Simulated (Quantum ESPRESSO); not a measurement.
# Pd (Palladium): which magnetic order is lowest

A self-consistent run ends on one state, which hangs on the start. Several orders of Pd (Palladium) are started in Quantum ESPRESSO and their energies compared.

Main program and level: Quantum ESPRESSO 7.5; PBE; plane waves with GBRV 1.5 PBE potentials, no spin-orbit coupling.

**1. The starting structure**

It takes space group Fm-3m (No. 225, cubic). Conventional cell: a = 3.893 Å, b = 3.893 Å, c = 3.893 Å, α = 90.00°, β = 90.00°, γ = 90.00°. Nearest to Pd lie 12 Pd at 2.75 Å.

The cell comes from the Crystallography Open Database.

**2. Run 1 (ferro +)**

The signs are those of the starting moments on the seeded atoms, the atoms that are given a moment.

File pw.in:

```
&CONTROL
  calculation = 'scf'
  prefix = 'pwscf'
  outdir = './tmp'
  pseudo_dir = './pseudo'
  disk_io = 'nowf'
  tprnfor = .true.
  tstress = .true.
/
&SYSTEM
  ibrav = 0
  celldm(1) = 8
  nat = 1
  ntyp = 1
  ecutwfc = 40
  ecutrho = 280
  nbnd = 14
  occupations = 'smearing'
  smearing = 'fd'
  degauss = 0.00734986
  nspin = 2
  starting_magnetization(1) = 0.0375
/
&ELECTRONS
  conv_thr = 2d-09
  electron_maxstep = 150
  mixing_beta = 0.3
/
ATOMIC_SPECIES
Pd    106.4200 pd_pbe_v1.4.uspp.F.UPF
CELL_PARAMETERS alat
   0.0000000000000    0.4597939876980    0.4597939876980
   0.4597939876980    0.0000000000000    0.4597939876980
   0.4597939876980    0.4597939876980    0.0000000000000
ATOMIC_POSITIONS crystal
Pd      0.0000000000    0.0000000000    0.0000000000
K_POINTS automatic
12 12 12 0 0 0
```

Command:

```console
$ OMP_NUM_THREADS=1 mpirun -n 4 pw.x -nk 4 -in pw.in > pw.out
```

The program printed:

```text
Program PWSCF v.7.5 starts

     Message from routine setup:
     using ibrav=0 with symmetry is DISCOURAGED, use correct ibrav instead

     K-points division:     npool     =       4
     Subspace diagonalization in iterative solution of the eigenvalue problem:

     G-vector sticks info
     --------------------
     sticks:   dense  smooth     PW     G-vecs:    dense   smooth      PW
     Sum         511     301    109                 7799     3479     701

     Using Slab Decomposition

     bravais-lattice index     =            0
     lattice parameter (alat)  =       8.0000  a.u.
     unit-cell volume          =      99.5382 (a.u.)^3
     number of atoms/cell      =            1
     number of atomic types    =            1
     number of electrons       =        16.00
     number of Kohn-Sham states=           14
     kinetic-energy cutoff     =      40.0000  Ry
     charge density cutoff     =     280.0000  Ry
     scf convergence threshold =      2.0E-09
     mixing beta               =       0.3000
     number of iterations used =            8  plain     mixing
     Exchange-correlation=  SLA  PW   PBX  PBC
                           (   1   4   3   4   0   0   0)

     celldm(1)=   8.000000  celldm(2)=   0.000000  celldm(3)=   0.000000
     celldm(4)=   0.000000  celldm(5)=   0.000000  celldm(6)=   0.000000

     crystal axes: (cart. coord. in units of alat)
               a(1) = (   0.000000   0.459794   0.459794 )
               a(2) = (   0.459794   0.000000   0.459794 )
               a(3) = (   0.459794   0.459794   0.000000 )

     reciprocal axes: (cart. coord. in units 2 pi/alat)
               b(1) = ( -1.087444  1.087444  1.087444 )
               b(2) = (  1.087444 -1.087444  1.087444 )
               b(3) = (  1.087444  1.087444 -1.087444 )

     PseudoPot. # 1 for Pd read from file:
     pd_pbe_v1.4.uspp.F.UPF
     Pseudo is Ultrasoft + core correction, Zval = 16.0
     Generated by new atomic code, or converted to UPF format
     Using radial grid of  887 points,  6 beta functions with:
                l(1) =   0
                l(2) =   0
                l(3) =   1
                l(4) =   1
                l(5) =   2
                l(6) =   2
     Q(r) pseudized with  8 coefficients,  rinner =    1.130   1.130   1.130
                                                       1.130   1.130

     atomic species   valence    mass     pseudopotential
     Pd               16.00   106.42000     Pd( 1.00)

     Starting magnetic structure
     atomic species   magnetization
     Pd              0.037

     48 Sym. Ops., with inversion, found

   Cartesian axes

     site n.     atom                  positions (alat units)
         1        Pd     tau(   1) = (   0.0000000   0.0000000   0.0000000  )

     number of k points=    72  Fermi-Dirac smearing, width (Ry)=  0.0073
                       cart. coord. in units 2pi/alat
        k(    1) = (   0.0000000   0.0000000   0.0000000), wk =   0.0005787
        k(    2) = (   0.0906203   0.0906203  -0.0906203), wk =   0.0046296
        k(    3) = (   0.1812406   0.1812406  -0.1812406), wk =   0.0046296
        k(    4) = (   0.2718609   0.2718609  -0.2718609), wk =   0.0046296
        k(    5) = (   0.3624812   0.3624812  -0.3624812), wk =   0.0046296
        [... 67 further k-points ...]

     Dense  grid:     7799 G-vectors     FFT dimensions: (  27,  27,  27)

     Smooth grid:     3479 G-vectors     FFT dimensions: (  24,  24,  24)

     Generating pointlists ...
     new r_m :   0.2682 (alat units)  2.1458 (a.u.) for type    1

     Initial potential from superposition of free atoms

     starting charge      15.5000, renormalised to      16.0000

     negative rho (up, down):  3.771E-02 3.498E-02
     Starting wfcs are   12 randomized atomic wfcs +    2 random wfcs

     Self-consistent Calculation

     iteration #  1     ecut=    40.00 Ry     beta= 0.30
     Davidson diagonalization with overlap
     ethr =  1.00E-02,  avg # of iterations =  4.5

     negative rho (up, down):  3.709E-02 3.495E-02

     total energy              =    -198.58644847 Ry
     estimated scf accuracy    <       1.09284472 Ry

     total magnetization       =     0.35 Bohr mag/cell
     absolute magnetization    =     0.36 Bohr mag/cell

     iteration #  2     ecut=    40.00 Ry     beta= 0.30
     Davidson diagonalization with overlap
     ethr =  6.83E-03,  avg # of iterations =  1.3

     negative rho (up, down):  3.694E-02 3.532E-02

     total energy              =    -198.69604654 Ry
     estimated scf accuracy    <       0.04890285 Ry

     total magnetization       =     0.32 Bohr mag/cell
     absolute magnetization    =     0.34 Bohr mag/cell

     iteration #  3     ecut=    40.00 Ry     beta= 0.30
     Davidson diagonalization with overlap
     ethr =  3.06E-04,  avg # of iterations =  1.8

     negative rho (up, down):  3.689E-02 3.622E-02

     total energy              =    -198.70391180 Ry
     estimated scf accuracy    <       0.00264189 Ry

     total magnetization       =     0.31 Bohr mag/cell
     absolute magnetization    =     0.33 Bohr mag/cell

     [... further iterations left out ...]

     iteration # 10     ecut=    40.00 Ry     beta= 0.30
     Davidson diagonalization with overlap
     ethr =  1.31E-08,  avg # of iterations =  2.9

     negative rho (up, down):  3.657E-02 3.655E-02

     total energy              =    -198.70428201 Ry
     estimated scf accuracy    <       0.00000566 Ry

     total magnetization       =    -0.07 Bohr mag/cell
     absolute magnetization    =     0.08 Bohr mag/cell

     iteration # 11     ecut=    40.00 Ry     beta= 0.30
     Davidson diagonalization with overlap
     ethr =  1.31E-08,  avg # of iterations =  2.5

     negative rho (up, down):  3.656E-02 3.657E-02

     total energy              =    -198.70440857 Ry
     estimated scf accuracy    <       0.00000006 Ry

     total magnetization       =     0.01 Bohr mag/cell
     absolute magnetization    =     0.01 Bohr mag/cell

     iteration # 12     ecut=    40.00 Ry     beta= 0.30
     Davidson diagonalization with overlap
     ethr =  3.91E-10,  avg # of iterations =  2.5

     negative rho (up, down):  3.656E-02 3.656E-02

     total energy              =    -198.70441181 Ry
     estimated scf accuracy    <          7.2E-09 Ry

     total magnetization       =    -0.00 Bohr mag/cell
     absolute magnetization    =     0.00 Bohr mag/cell

     iteration # 13     ecut=    40.00 Ry     beta= 0.30
     Davidson diagonalization with overlap
     ethr =  4.51E-11,  avg # of iterations =  2.2

     negative rho (up, down):  3.656E-02 3.656E-02

     Magnetic moment per site  (integrated on atomic sphere of radius R)
     atom   1 (R=0.268)  charge= 14.4657  magn= -0.0009

     End of self-consistent calculation

     Number of k-points >= 100: set verbosity='high' to print the bands.

     the Fermi energy is    18.7360 ev

!    total energy              =    -198.70441203 Ry
     estimated scf accuracy    <          3.1E-10 Ry
     smearing contrib. (-TS)   =      -0.00463120 Ry
     internal energy E=F+TS    =    -198.69978083 Ry

     The total energy is F=E-TS. E is the sum of the following terms:
     one-electron contribution =     -43.25873500 Ry
     hartree contribution      =      35.47601257 Ry
     xc contribution           =     -31.37214231 Ry
     ewald contribution        =    -159.54491609 Ry

     total magnetization       =    -0.00 Bohr mag/cell
     absolute magnetization    =     0.00 Bohr mag/cell

     convergence has been achieved in  13 iterations

     negative rho (up, down):  3.656E-02 3.656E-02

     Forces acting on atoms (cartesian axes, Ry/au):

     atom    1 type  1   force =     0.00000000    0.00000000    0.00000000

     Total force =     0.000000     Total SCF correction =     0.000000

     Computing stress (Cartesian axis) and pressure

     negative rho (up, down):  3.656E-02 3.656E-02
          total   stress  (Ry/bohr**3)                   (kbar)     P=       79.79
   0.00054241  -0.00000000   0.00000000           79.79       -0.00        0.00
  -0.00000000   0.00054241  -0.00000000           -0.00       79.79       -0.00
   0.00000000   0.00000000   0.00054241            0.00        0.00       79.79

=------------------------------------------------------------------------------=
   JOB DONE.
=------------------------------------------------------------------------------=
```

Wall time 5.8 s (4 MPI ranks of Intel Xeon Platinum 8488C (Sapphire Rapids), shared host); peak memory 0.25 GiB.

Spin moment in the atom's sphere by atom:

```csv
atom,spin moment in the atom's sphere (μB)
Pd1,-0.0009
```

Numbers from this step:

- smearing term TS: 0.06301 eV
- pressure: 7.979 GPa
- magnetization: 0 μB
- absolute magnetization: 0 μB
- final state: non-magnetic

**3. Run 2 (antiferro q=(0,1/2,1/2) +−)**

This order needs a doubled cell of 2 atoms. The wavevector q is in fractions of the reciprocal vectors of the crystal's primitive cell, as the cells of these inputs are built from it; moments change sign between cells as cos(2π q·R).

File pw.in:

```
&CONTROL
  calculation = 'scf'
  prefix = 'pwscf'
  outdir = './tmp'
  pseudo_dir = './pseudo'
  disk_io = 'nowf'
  tprnfor = .true.
  tstress = .true.
/
&SYSTEM
  ibrav = 0
  celldm(1) = 8
  nat = 2
  ntyp = 2
  ecutwfc = 40
  ecutrho = 280
  nbnd = 23
  occupations = 'smearing'
  smearing = 'fd'
  degauss = 0.00734986
  nspin = 2
  starting_magnetization(1) = 0.0375
  starting_magnetization(2) = -0.0375
/
&ELECTRONS
  conv_thr = 4d-09
  electron_maxstep = 150
  mixing_beta = 0.3
/
ATOMIC_SPECIES
Pd1   106.4200 pd_pbe_v1.4.uspp.F.UPF
Pd2   106.4200 pd_pbe_v1.4.uspp.F.UPF
CELL_PARAMETERS alat
   0.0000000000000    0.4597939876980    0.4597939876980
   0.9195879753960    0.0000000000000    0.9195879753960
   0.9195879753960    0.4597939876980    0.4597939876980
ATOMIC_POSITIONS crystal
Pd1     0.0000000000    0.0000000000    0.0000000000
Pd2     0.0000000000    0.5000000000    0.0000000000
K_POINTS automatic
12 6 12 0 0 0
```

The program printed:

```text
[banner, memory and clock lines left out]
Program PWSCF v.7.5 starts

     Message from routine setup:
     using ibrav=0 with symmetry is DISCOURAGED, use correct ibrav instead

     bravais-lattice index     =            0
     lattice parameter (alat)  =       8.0000  a.u.
     unit-cell volume          =     199.0764 (a.u.)^3
     number of atoms/cell      =            2
     number of atomic types    =            2
     number of electrons       =        32.00
     number of Kohn-Sham states=           23
     kinetic-energy cutoff     =      40.0000  Ry
     charge density cutoff     =     280.0000  Ry
     scf convergence threshold =      4.0E-09
     mixing beta               =       0.3000
     number of iterations used =            8  plain     mixing
     Exchange-correlation=  SLA  PW   PBX  PBC
                           (   1   4   3   4   0   0   0)

     celldm(1)=   8.000000  celldm(2)=   0.000000  celldm(3)=   0.000000
     celldm(4)=   0.000000  celldm(5)=   0.000000  celldm(6)=   0.000000

     crystal axes: (cart. coord. in units of alat)
               a(1) = (   0.000000   0.459794   0.459794 )
               a(2) = (   0.919588   0.000000   0.919588 )
               a(3) = (   0.919588   0.459794   0.459794 )

     reciprocal axes: (cart. coord. in units 2 pi/alat)
               b(1) = ( -1.087444  1.087444  1.087444 )
               b(2) = ( -0.000000 -1.087444  1.087444 )
               b(3) = (  1.087444  1.087444 -1.087444 )

     PseudoPot. # 1 for Pd read from file:
     pd_pbe_v1.4.uspp.F.UPF
     Pseudo is Ultrasoft + core correction, Zval = 16.0

     PseudoPot. # 2 for Pd read from file:
     pd_pbe_v1.4.uspp.F.UPF
     Pseudo is Ultrasoft + core correction, Zval = 16.0

     atomic species   valence    mass     pseudopotential
     Pd1              16.00   106.42000     Pd( 1.00)
     Pd2              16.00   106.42000     Pd( 1.00)

     Starting magnetic structure
     atomic species   magnetization
     Pd1             0.037
     Pd2            -0.037

     16 Sym. Ops., with inversion, found

   Cartesian axes

     site n.     atom                  positions (alat units)
         1        Pd1    tau(   1) = (   0.0000000   0.0000000   0.0000000  )
         2        Pd2    tau(   2) = (   0.4597940   0.0000000   0.4597940  )

     number of k points=   100  Fermi-Dirac smearing, width (Ry)=  0.0073

     Number of k-points >= 100: set verbosity='high' to print them.

     Dense  grid:    15679 G-vectors     FFT dimensions: (  27,  60,  48)

     Smooth grid:     6857 G-vectors     FFT dimensions: (  24,  45,  40)

     Generating pointlists ...
     new r_m :   0.2682 (alat units)  2.1458 (a.u.) for type    1
     new r_m :   0.2682 (alat units)  2.1458 (a.u.) for type    2

     Initial potential from superposition of free atoms

     starting charge      31.0000, renormalised to      32.0000

     negative rho (up, down):  7.677E-02 7.677E-02
     Starting wfcs are   24 randomized atomic wfcs

     Self-consistent Calculation

     iteration #  1     ecut=    40.00 Ry     beta= 0.30
     Davidson diagonalization with overlap
     ethr =  1.00E-02,  avg # of iterations =  4.2

     negative rho (up, down):  7.655E-02 7.655E-02

     total energy              =    -397.17994849 Ry
     estimated scf accuracy    <       2.16699963 Ry

     total magnetization       =     0.00 Bohr mag/cell
     absolute magnetization    =     0.36 Bohr mag/cell

     iteration #  2     ecut=    40.00 Ry     beta= 0.30
     Davidson diagonalization with overlap
     ethr =  6.77E-03,  avg # of iterations =  1.9

     negative rho (up, down):  7.685E-02 7.685E-02

     total energy              =    -397.38909466 Ry
     estimated scf accuracy    <       0.10541641 Ry

     total magnetization       =     0.00 Bohr mag/cell
     absolute magnetization    =     0.30 Bohr mag/cell

     [... further iterations left out ...]

     iteration # 10     ecut=    40.00 Ry     beta= 0.30
     Davidson diagonalization with overlap
     ethr =  1.44E-09,  avg # of iterations =  2.0

     negative rho (up, down):  7.767E-02 7.767E-02

     total energy              =    -397.40882383 Ry
     estimated scf accuracy    <       0.00000005 Ry

     total magnetization       =    -0.00 Bohr mag/cell
     absolute magnetization    =     0.00 Bohr mag/cell

     iteration # 11     ecut=    40.00 Ry     beta= 0.30
     Davidson diagonalization with overlap
     ethr =  1.47E-10,  avg # of iterations =  2.0

     negative rho (up, down):  7.767E-02 7.767E-02

     Magnetic moment per site  (integrated on atomic sphere of radius R)
     atom   1 (R=0.268)  charge= 14.4656  magn= -0.0000
     atom   2 (R=0.268)  charge= 14.4656  magn= -0.0000

     End of self-consistent calculation

     Number of k-points >= 100: set verbosity='high' to print the bands.

     the Fermi energy is    18.7359 ev

!    total energy              =    -397.40882389 Ry
     estimated scf accuracy    <          4.3E-10 Ry
     smearing contrib. (-TS)   =      -0.00926246 Ry
     internal energy E=F+TS    =    -397.39956143 Ry

     The total energy is F=E-TS. E is the sum of the following terms:
     one-electron contribution =     -86.51768207 Ry
     hartree contribution      =      70.95228715 Ry
     xc contribution           =     -62.74433433 Ry
     ewald contribution        =    -319.08983218 Ry

     total magnetization       =    -0.00 Bohr mag/cell
     absolute magnetization    =     0.00 Bohr mag/cell

     convergence has been achieved in  11 iterations

     negative rho (up, down):  7.767E-02 7.767E-02

     Forces acting on atoms (cartesian axes, Ry/au):

     atom    1 type  1   force =    -0.00000000   -0.00000000    0.00000000
     atom    2 type  2   force =    -0.00000000    0.00000000    0.00000000

     Total force =     0.000000     Total SCF correction =     0.000000

     Computing stress (Cartesian axis) and pressure

     negative rho (up, down):  7.767E-02 7.767E-02
          total   stress  (Ry/bohr**3)                   (kbar)     P=       79.98
   0.00054386   0.00000000  -0.00000000           80.01        0.00       -0.00
   0.00000000   0.00054363  -0.00000000            0.00       79.97       -0.00
  -0.00000000  -0.00000000   0.00054363           -0.00       -0.00       79.97
```

Elapsed: 27 s, on 4 MPI ranks; peak memory 0.39 GiB.

(Continued in part 2 of 2.)

[Logs and program files are shortened in this print: banners, set-up blocks, solver, clock and traceback lines can be left out without a mark of their own.]

[Logs are printed without paths, hosts, clocks, repeated set-up lines and the standing remarks that a program may print on its own settings, such as how far it seeks lower states.]

[Hosts, paths, dates, database ids (printed as entryN), source tags and the programs' standing remarks are cut or masked in the printed files.]

[Where a cell is said to come from a database of computed structures, the database is the Materials Project.]
